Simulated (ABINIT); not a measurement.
# A GW chain in ABINIT: GaAs (F-43m)

Aim: the G0W0 gap of GaAs (F-43m) on PBE with spin-orbit coupling, step by step.

Main program and level: ABINIT 10.8.3; PBE and many-body steps on it, plane waves.

**Experimental background.**

- Gap 1.51 eV: band-edge emission energy from PL (direct gap at Gamma); photoluminescence, 633 nm excitation; 77 K; bulk crystal (MBE GaAs matrix around a thin InAs wetting layer on semi-insulating GaAs (100)) (“Photoluminescence of InAs/GaAs quantum dots under direct two-photon excitation”, 2020, pmc:7331710).

- Gap 1.42 eV: fundamental direct gap E0 at Gamma, seen as sharp points in Psi and Delta; spectroscopic ellipsometry; 300 K; bulk crystal (semi-insulating GaAs (100) substrate) (“Ellipsometric study of the Electronic Structure of GaMnAs and LT-GaAs”, 2004, arxiv:cond-mat/0404304).

- Gap 1.418 ± 0.005 eV: direct gap E0 at Gamma from PR; modulated photoreflectance, low-field lineshape fit; 300 K; bulk crystal (semi-insulating GaAs(001) reference substrate) (“Evidence of valence band perturbations in GaAsN/GaAs(001): A combined variable-angle spectroscopic ellipsometry and modulated photoreflectance investigation”, 2008, arxiv:0805.2212).

- Gap 1.42 eV: band-edge photoluminescence emission energy of the GaAs substrate; time-integrated photoluminescence; 300 K; bulk crystal ((001) GaAs substrate beneath GaBiAs epilayers) (“Investigation of the anisotropic electron g factor as a probe of the electronic structure of GaBixAs1-x/GaAs epilayers”, 2014, arxiv:1409.8467).

- Gap 1.412 ± 0.01 eV: direct gap E0 at Gamma from ellipsometry; variable-angle spectroscopic ellipsometry, parametric critical-point fit; 300 K; bulk crystal (semi-insulating GaAs(001) reference substrate with native oxide) (“Evidence of valence band perturbations in GaAsN/GaAs(001): A combined variable-angle spectroscopic ellipsometry and modulated photoreflectance investigation”, 2008, arxiv:0805.2212).

### 1. Set-up

It takes space group F-43m (No. 216, cubic). The conventional cell has a = 5.654 Å, b = 5.654 Å, c = 5.654 Å, α = 90.00°, β = 90.00°, γ = 90.00°. Nearest to Ga lie 4 As at 2.45 Å. Nearest to As lie 4 Ga at 2.45 Å. Farther neighbours are not listed.

The cell and positions come from the Crystallography Open Database and are kept as given unless a step says otherwise.

### 2. Ground state

This step: ABINIT 10.8.3; DFT, PBE with spin-orbit coupling, plane waves, norm-conserving pseudopotentials.

The ground-state density comes first.

File run.abi:

```
acell 3*1.0 Angstrom
rprim 
  0.000000000000 2.826850000000 2.826850000000
  2.826850000000 0.000000000000 2.826850000000
  2.826850000000 2.826850000000 0.000000000000
ntypat 2
znucl 31 33
natom 2
typat 1 2
xred 
  0.000000000000 0.000000000000 0.000000000000
  0.250000000000 0.250000000000 0.250000000000
pp_dirpath "pseudos"
pseudos "Ga.upf, As.upf"
ecut 45
nspinor 2
ngkpt 6 6 6
nshiftk 1
shiftk 0 0 0
kptopt 1
chksymbreak 0
nband 54
occopt 1
tolvrs 1e-10
nstep 60
prtwf 0
optforces 0
optstress 0
indata_prefix "in"
outdata_prefix "out"
tmpdata_prefix "tmp"
```

Launch:

```console
OMP_NUM_THREADS=1 mpirun -n 4 abinit run.abi > log
```

Numbers of over 12 decimals in the logs are rounded to 6 here.

The log of the run:

```text
.Version 10.8.3 of ABINIT. v10.8.2 released Aug 2026.

 Symmetries : space group F-4 3 m (#216); Bravais cF (face-center cubic)
================================================================================
 Values of the parameters that define the memory need of the present run
     intxc =       0    ionmov =       0      iscf =       7    lmnmax =      14
     lnmax =      14     mgfft =      48  mpssoang =       5    mqgrid =    3001
     natom =       2  nloc_mem =       1    nspden =       1   nspinor =       2
    nsppol =       1      nsym =      24    n1xccc =    2501    ntypat =       2
    occopt =       1   xclevel =       2
-    mband =          54        mffmem =           1         mkmem =           4
       mpw =        4477          nfft =      110592          nkpt =          16
================================================================================
  Rough estimation (10% accuracy) of disk space for files :
================================================================================

--------------------------------------------------------------------------------
------------- Echo of variables that govern the present computation ------------
--------------------------------------------------------------------------------
 -outvars: echo values of preprocessed input variables --------
            acell      1.8897261259E+00  1.8897261259E+00  1.8897261259E+00 Bohr

      chksymbreak           0
             ecut      4.50000000E+01 Hartree
-          fftalg         312

              ixc     -101130
              kpt      0.00000000E+00  0.00000000E+00  0.00000000E+00
                       1.66666667E-01  0.00000000E+00  0.00000000E+00
                       3.33333333E-01  0.00000000E+00  0.00000000E+00
                       5.00000000E-01  0.00000000E+00  0.00000000E+00
                       1.66666667E-01  1.66666667E-01  0.00000000E+00
                       3.33333333E-01  1.66666667E-01  0.00000000E+00
                       5.00000000E-01  1.66666667E-01  0.00000000E+00
                      -3.33333333E-01  1.66666667E-01  0.00000000E+00
                      -1.66666667E-01  1.66666667E-01  0.00000000E+00
   [... 5 further rows ...]
                      -3.33333333E-01  3.33333333E-01  1.66666667E-01
                      -3.33333333E-01  5.00000000E-01  1.66666667E-01
         kptrlatt        6    0    0      0    6    0      0    0    6
          kptrlen      4.53281381E+01
P           mkmem           4
            natom           2
            nband          54
            ngfft          48      48      48
             nkpt          16
          nspinor           2
            nstep          60
             nsym          24
           ntypat           2
              occ      1.000000  1.000000  1.000000  1.000000  1.000000  1.000000
                       1.000000  1.000000  1.000000  1.000000  1.000000  1.000000
                       1.000000  1.000000  1.000000  1.000000  1.000000  1.000000
                       1.000000  1.000000  1.000000  1.000000  1.000000  1.000000
                       1.000000  1.000000  1.000000  1.000000  1.000000  1.000000
                       1.000000  1.000000  1.000000  1.000000  1.000000  1.000000
                       1.000000  1.000000  1.000000  1.000000  1.000000  1.000000
                       1.000000  1.000000  0.000000  0.000000  0.000000  0.000000
                       0.000000  0.000000  0.000000  0.000000  0.000000  0.000000
        optforces           0
        optstress           0
            prtwf           0
            rprim      0.0000000000E+00  2.8268500000E+00  2.8268500000E+00
[...]
spgroup         216

           tolvrs      1.00000000E-10

             xred      0.0000000000E+00  0.0000000000E+00  0.0000000000E+00
[...]
znucl       31.00000   33.00000

================================================================================

 chkinp: Checking input parameters for consistency.

================================================================================
== DATASET  1 ==================================================================
-   mpi_nproc: 4, omp_nthreads: 1 (-1 if OMP is not activated)

--- !DatasetInfo
iteration_state: {dtset: 1, }
dimensions: {natom: 2, nkpt: 16, mband: 54, nsppol: 1, nspinor: 2, nspden: 1, mpw: 4477, }
cutoff_energies: {ecut:  45.0, pawecutdg:  -1.0, }
electrons: {nelect:   4.40000000E+01, charge:   0.00000000E+00, occopt:   1.00000000E+00, tsmear:   1.00000000E-02, }

 Real(R)+Recip(G) space primitive vectors, cartesian coordinates (Bohr,Bohr^-1):
 R(1)=  0.0000000  5.3419723  5.3419723  G(1)= -0.0935984  0.0935984  0.0935984
 R(2)=  5.3419723  0.0000000  5.3419723  G(2)=  0.0935984 -0.0935984  0.0935984
 R(3)=  5.3419723  5.3419723  0.0000000  G(3)=  0.0935984  0.0935984 -0.0935984
 Unit cell volume ucvol=  3.0488418E+02 bohr^3
 Angles (23,13,12)=  6.00000000E+01  6.00000000E+01  6.00000000E+01 degrees

 getcut: wavevector=  0.0000  0.0000  0.0000  ngfft=  48  48  48
         ecut(hartree)=     45.000   => boxcut(ratio)=   2.10404

--- Pseudopotential description ------------------------------------------------
- Ga Generated using ONCVPSP code by D. R. Hamann
- 31.00000  21.00000  180506                  znucl, zion, pspdat
12 -101130 2 -1 1926                          pspcod,pspxc,lmax,lloc,mmax
     nproj     2     3     2     0
     spin-orbit psp
        nprojso     4     3     0
  pspatm : epsatm=   21.86199699
         --- l  ekb(1:nproj) -->
[...]
1   -5.676217   -1.349810   -0.000026
[...]
spin-orbit 1    0.211857    0.072172   -0.001103   -0.000023
  spin-orbit 2    0.017944    0.011148   -0.000068
 pspatm: atomic psp has been read  and splines computed

- As Generated using ONCVPSP code by D. R. Hamann
- 33.00000  23.00000  180506                  znucl, zion, pspdat
12 -101130 2 -1 1358                          pspcod,pspxc,lmax,lloc,mmax
     nproj     2     2     2     0
     spin-orbit psp
        nprojso     4     3     0
  pspatm : epsatm=   24.77999478
         --- l  ekb(1:nproj) -->
[...]
2  -10.102843   -4.354352
  spin-orbit 1    0.215873    0.096617   -0.000767   -0.000075
  spin-orbit 2    0.018130    0.013569   -0.000026
 pspatm: atomic psp has been read  and splines computed

   2.05224764E+03                                ecore*ucvol(ha*bohr**3)
--------------------------------------------------------------------------------

_setup2: Arith. and geom. avg. npw (full set) are    4396.153    4396.130

================================================================================

--- !BeginCycle
iteration_state: {dtset: 1, }
solver: {iscf: 7, nstep: 60, nline: 4, wfoptalg: 0, }
tolerances: {tolvrs: 1.00E-10, }

     iter   Etot(hartree)      deltaE(h)  residm     vres2
 ETOT  1  -550.24352656838    -5.502E+02 1.227E+00 2.714E+03
 ETOT  2  -552.79028758499    -2.547E+00 8.523E-02 4.971E+03
 ETOT  3  -553.42465839845    -6.344E-01 4.553E-02 6.892E+02
 ETOT  4  -553.47165589098    -4.700E-02 4.075E-02 3.144E+02
 ETOT  5  -553.50780824858    -3.615E-02 6.373E-03 2.630E+01
 ETOT  6  -553.51032386771    -2.516E-03 2.599E-03 4.992E+00
 ETOT  7  -553.51092483196    -6.010E-04 4.824E-04 3.190E-01
 ETOT  8  -553.51096604375    -4.121E-05 1.767E-04 5.300E-03
 ETOT  9  -553.51096669249    -6.487E-07 2.976E-05 1.488E-03
 ETOT 10  -553.51096690592    -2.134E-07 1.079E-05 1.701E-07
 ETOT 11  -553.51096690617    -2.515E-10 2.099E-06 3.225E-09
 ETOT 12  -553.51096690616     6.594E-12 7.117E-07 1.670E-09
 ETOT 13  -553.51096690615     7.503E-12 6.556E-07 1.084E-10
 ETOT 14  -553.51096690608     7.140E-11 4.976E-08 1.943E-12

 At SCF step   14       vres2   =  1.94E-12 < tolvrs=  1.00E-10 =>converged.

--- !ResultsGS
iteration_state: {dtset: 1, }
comment   : Summary of ground state results
lattice_vectors:
- [  0.0000000,   5.3419723,   5.3419723, ]
- [  5.3419723,   0.0000000,   5.3419723, ]
- [  5.3419723,   5.3419723,   0.0000000, ]
lattice_lengths: [   7.55469,    7.55469,    7.55469, ]
lattice_angles: [ 60.000,  60.000,  60.000, ] # degrees, (23, 13, 12)
lattice_volume:   3.0488418E+02
convergence: {deltae:  7.140E-11, res2:  1.943E-12, residm:  4.976E-08, diffor:  0.000E+00, }
etotal    :  -5.53510967E+02
entropy   :   0.00000000E+00
fermie    :   2.12385836E-01
cartesian_stress_tensor: null
pressure_GPa: null
xred      :
- [  0.0000E+00,   0.0000E+00,   0.0000E+00, Ga]
- [  2.5000E-01,   2.5000E-01,   2.5000E-01, As]
cartesian_forces: null
force_length_stats: {min: null, max: null, mean: null, }

 Integrated electronic density in atomic spheres:
 ------------------------------------------------
 Atom  Sphere_radius  Integrated_density
    1        2.00000         18.80814870
    2        2.00000         20.37359392
================================================================================

 ----iterations are completed or convergence reached----

 Mean square residual over all n,k,spin=   14.970E-11; max=  49.764E-09
 reduced coordinates (array xred) for    2 atoms
       0.000000000000      0.000000000000      0.000000000000
       0.250000000000      0.250000000000      0.250000000000
 rms dE/dt=  0.0000E+00; max dE/dt=  0.0000E+00; dE/dt below (all hartree)
    1       0.000000000000      0.000000000000      0.000000000000
    2       0.000000000000      0.000000000000      0.000000000000

 cartesian coordinates (angstrom) at end:
    1      0.000000     0.000000     0.000000
    2      1.413425     1.413425     1.413425
 length scales=  1.889726125908  1.889726125908  1.889726125908 bohr
              =  1.000000000000  1.000000000000  1.000000000000 angstroms
 prteigrs : about to open file out_EIG
 Fermi (or HOMO) energy (hartree) =   0.21239   Average Vxc (hartree)=  -0.36656
 Eigenvalues (hartree) for nkpt=  16  k points:
 kpt#   1, nband= 54, wtk=  0.00463, kpt=  0.0000  0.0000  0.0000 (reduced coord)
  -6.58142   -6.58142   -5.07700   -5.07700   -4.62520   -4.62520   -4.44063   -4.44063
  -4.44063   -4.44063   -3.35426   -3.35426   -3.22093   -3.22093   -3.22093   -3.22093
  -1.09936   -1.09936   -1.09936   -1.09936   -1.07278   -1.07278   -1.07257   -1.07257
  -1.07257   -1.07257   -0.34566   -0.34566   -0.34566   -0.34566   -0.33000   -0.33000
  -0.32810   -0.32810   -0.32810   -0.32810   -0.25944   -0.25944    0.20013    0.20013
   0.21239    0.21239    0.21239    0.21239    0.22715    0.22715    0.34106    0.34106
   0.34787    0.34787    0.34787    0.34787    0.48745    0.48745
 prteigrs : prtvol=0 or 1, do not print more k-points.

--- !EnergyTerms
iteration_state     : {dtset: 1, }
comment             : Components of total free energy in Hartree
kinetic             :  2.56527647344679E+02
hartree             :  2.39308721505524E+02
xc                  : -5.35064643302510E+01
Ewald energy        : -2.44384754666974E+02
psp_core            :  6.73123687563991E+00
local_psp           : -6.21617193757759E+02
non_local_psp       : -1.36570159876942E+02
total_energy        : -5.53510966906083E+02
total_energy_eV     : -1.50618007118678E+04
band_energy         : -8.39938719806384E+01

== END DATASET(S) ==============================================================
================================================================================

 -outvars: echo values of variables after computation  --------
           etotal     -5.5351096691E+02
            nband          54
             nkpt          16
          spgroup         216
 [... the other variables as echoed above ...]

 Calculation completed.
```

Elapsed: 2.5 min, on 4 MPI ranks of Arm Neoverse V1, shared host; peak memory 0.46 GiB.

Numbers from this step:

| Property | Result |
| --- | --- |
| total energy | -15061.8007 eV |
| gap | 0.4016 eV |
| k of the valence top | 0, 0, 0 |
| k of the conduction bottom | 0, 0, 0 |
| least direct gap | 0.4016 eV |

The gap is direct, at Γ.

### 3. Empty states on the mesh, 4×4×4 mesh, 184 bands

The sums over transitions need many empty states on a uniform mesh; this step solves for them.

run.abi, as its differences from that of step 2:

```diff
@@ -16,3 +16,3 @@
 nspinor 2
-ngkpt 6 6 6
+ngkpt 4 4 4
 nshiftk 1
@@ -21,9 +21,10 @@
 chksymbreak 0
-nband 54
-occopt 1
-tolvrs 1e-10
+iscf -2
+irdden 1
+istwfk *1
+nband 184
+nbdbuf 16
+tolwfr 1e-09
 nstep 60
-prtwf 0
-optforces 0
-optstress 0
+prtvol 0
 indata_prefix "in"
```

The log of the run:

```text
.Version 10.8.3 of ABINIT. v10.8.2 released Aug 2026.

 Symmetries : space group F-4 3 m (#216); Bravais cF (face-center cubic)
[... echo of the input left out ...]
== DATASET  1 ==================================================================
-   mpi_nproc: 4, omp_nthreads: 1 (-1 if OMP is not activated)

--- !DatasetInfo
iteration_state: {dtset: 1, }
dimensions: {natom: 2, nkpt: 8, mband: 184, nsppol: 1, nspinor: 2, nspden: 1, mpw: 4477, }
cutoff_energies: {ecut:  45.0, pawecutdg:  -1.0, }
electrons: {nelect:   4.40000000E+01, charge:   0.00000000E+00, occopt:   1.00000000E+00, tsmear:   1.00000000E-02, }

 Real(R)+Recip(G) space primitive vectors, cartesian coordinates (Bohr,Bohr^-1):
 R(1)=  0.0000000  5.3419723  5.3419723  G(1)= -0.0935984  0.0935984  0.0935984
 R(2)=  5.3419723  0.0000000  5.3419723  G(2)=  0.0935984 -0.0935984  0.0935984
 R(3)=  5.3419723  5.3419723  0.0000000  G(3)=  0.0935984  0.0935984 -0.0935984
 Unit cell volume ucvol=  3.0488418E+02 bohr^3
 Angles (23,13,12)=  6.00000000E+01  6.00000000E+01  6.00000000E+01 degrees

 getcut: wavevector=  0.0000  0.0000  0.0000  ngfft=  48  48  48
         ecut(hartree)=     45.000   => boxcut(ratio)=   2.10404

--- Pseudopotential description ------------------------------------------------
- Ga Generated using ONCVPSP code by D. R. Hamann
- 31.00000  21.00000  180506                  znucl, zion, pspdat
12 -101130 2 -1 1926                          pspcod,pspxc,lmax,lloc,mmax
     nproj     2     3     2     0
     spin-orbit psp
        nprojso     4     3     0
  pspatm : epsatm=   21.86199699
         --- l  ekb(1:nproj) -->
             0   -1.217787    4.966043
             1   -5.676217   -1.349810   -0.000026
             2  -10.594497   -3.838259
  spin-orbit 1    0.211857    0.072172   -0.001103   -0.000023
  spin-orbit 2    0.017944    0.011148   -0.000068
 pspatm: atomic psp has been read  and splines computed

- As Generated using ONCVPSP code by D. R. Hamann
- 33.00000  23.00000  180506                  znucl, zion, pspdat
12 -101130 2 -1 1358                          pspcod,pspxc,lmax,lloc,mmax
     nproj     2     2     2     0
     spin-orbit psp
        nprojso     4     3     0
  pspatm : epsatm=   24.77999478
         --- l  ekb(1:nproj) -->
             0   -2.349565    4.037528
[...]
spin-orbit 1    0.215873    0.096617   -0.000767   -0.000075
  spin-orbit 2    0.018130    0.013569   -0.000026
 pspatm: atomic psp has been read  and splines computed

--------------------------------------------------------------------------------

================================================================================
 prteigrs : about to open file out_EIG
 Non-SCF case, kpt    1 (  0.00000  0.00000  0.00000), residuals and eigenvalues=
  2.24E-10  3.89E-10  3.02E-10  9.45E-10  1.71E-10  2.37E-10  1.80E-10  2.50E-10
  2.02E-10  2.70E-10  1.73E-10  3.14E-10  2.11E-10  3.04E-10  1.88E-10  3.10E-10
  6.62E-11  1.22E-10  6.10E-11  9.22E-11  1.10E-10  2.27E-10  7.00E-11  1.25E-10
[...]
-6.5814E+00 -6.5814E+00 -5.0770E+00 -5.0770E+00 -4.6252E+00 -4.6252E+00
 -4.4406E+00 -4.4406E+00 -4.4406E+00 -4.4406E+00 -3.3543E+00 -3.3543E+00
 -3.2209E+00 -3.2209E+00 -3.2209E+00 -3.2209E+00 -1.0994E+00 -1.0994E+00
[...]
2.7455E+00  2.7455E+00  2.7455E+00  2.7455E+00  2.9388E+00  2.9389E+00
  2.9391E+00  2.9393E+00  2.9402E+00  2.9419E+00  2.9657E+00  2.9665E+00
  2.9707E+00  2.9770E+00  2.9856E+00  2.9869E+00
 prteigrs : prtvol=0 or 1, do not print more k-points.

--- !ResultsGS
iteration_state: {dtset: 1, }
comment   : Summary of ground state results
lattice_vectors:
- [  0.0000000,   5.3419723,   5.3419723, ]
- [  5.3419723,   0.0000000,   5.3419723, ]
- [  5.3419723,   5.3419723,   0.0000000, ]
lattice_lengths: [   7.55469,    7.55469,    7.55469, ]
lattice_angles: [ 60.000,  60.000,  60.000, ] # degrees, (23, 13, 12)
lattice_volume:   3.0488418E+02
convergence: {deltae:  0.000E+00, res2:  0.000E+00, residm:  9.936E-10, diffor:  0.000E+00, }
etotal    :  -5.53510967E+02
entropy   :   0.00000000E+00
fermie    :   2.12385836E-01
cartesian_stress_tensor: null
pressure_GPa: null
xred      :
- [  0.0000E+00,   0.0000E+00,   0.0000E+00, Ga]
- [  2.5000E-01,   2.5000E-01,   2.5000E-01, As]
cartesian_forces: null
force_length_stats: {min: null, max: null, mean: null, }

 Integrated electronic density in atomic spheres:
 ------------------------------------------------
 Atom  Sphere_radius  Integrated_density
[...]
================================================================================

 ----iterations are completed or convergence reached----

 Mean square residual over all n,k,spin=   35.482E-11; max=  99.361E-11
 reduced coordinates (array xred) for    2 atoms
       0.000000000000      0.000000000000      0.000000000000
       0.250000000000      0.250000000000      0.250000000000

 cartesian coordinates (angstrom) at end:
    1      0.000000     0.000000     0.000000
    2      1.413425     1.413425     1.413425
 length scales=  1.889726125908  1.889726125908  1.889726125908 bohr
              =  1.000000000000  1.000000000000  1.000000000000 angstroms
 prteigrs : about to open file out_EIG
 Eigenvalues (hartree) for nkpt=   8  k points:
 kpt#   1, nband=184, wtk=  0.01563, kpt=  0.0000  0.0000  0.0000 (reduced coord)
[...]
2.74546    2.74546    2.74546    2.74546    2.93877    2.93893    2.93907    2.93929
   2.94022    2.94186    2.96565    2.96648    2.97068    2.97704    2.98560    2.98693
 prteigrs : prtvol=0 or 1, do not print more k-points.

== END DATASET(S) ==============================================================
================================================================================

 -outvars: echo values of variables after computation  --------
            nband         184
             nkpt           8
          spgroup         216
 [... the other variables as echoed above ...]

 Calculation completed.
```

Run time: 2.5 min. Hardware: 4 MPI ranks; peak memory 0.56 GiB.

Numbers from this step:

| Quantity | Value |
| --- | --- |
| gap | 0.4016 eV |
| k of the valence top | 0, 0, 0 |
| k of the conduction bottom | 0, 0, 0 |
| least direct gap | 0.4016 eV |
| k points computed | 8 |
| lowest point of the top converged band, above the valence top | 62.3835 eV |

On this mesh the gap is 0.402 eV.

[end of part 1 of 2]

[Paths, hosts, dates, memory and timing lines, banners, echoed tables and standing remarks are left out of the program output.]

[Logs are printed without paths, hosts, clocks, repeated set-up lines and the standing remarks that a program may print on its own settings, such as how far it seeks lower states.]

[Runs of the session that timed out or met a known fault of the program may be left out.]

[No measured gap is set beside runs whose start may be inverted or whose files or cutoffs have a known fault.]

[Hosts, paths, dates, database ids (printed as entryN), source tags and the programs' standing remarks are cut or masked in the printed files.]

[G0W0 gaps are taken among the corrected bands and points alone; a level outside them can change the order at an edge.]

[Where Ansatz stands beside ABINIT at settings called matched, ABINIT's density can come from a denser mesh and the files from another edition; pairs whose starting gaps differed by over 0.03 eV were left out, so agreement reads better than it is.]
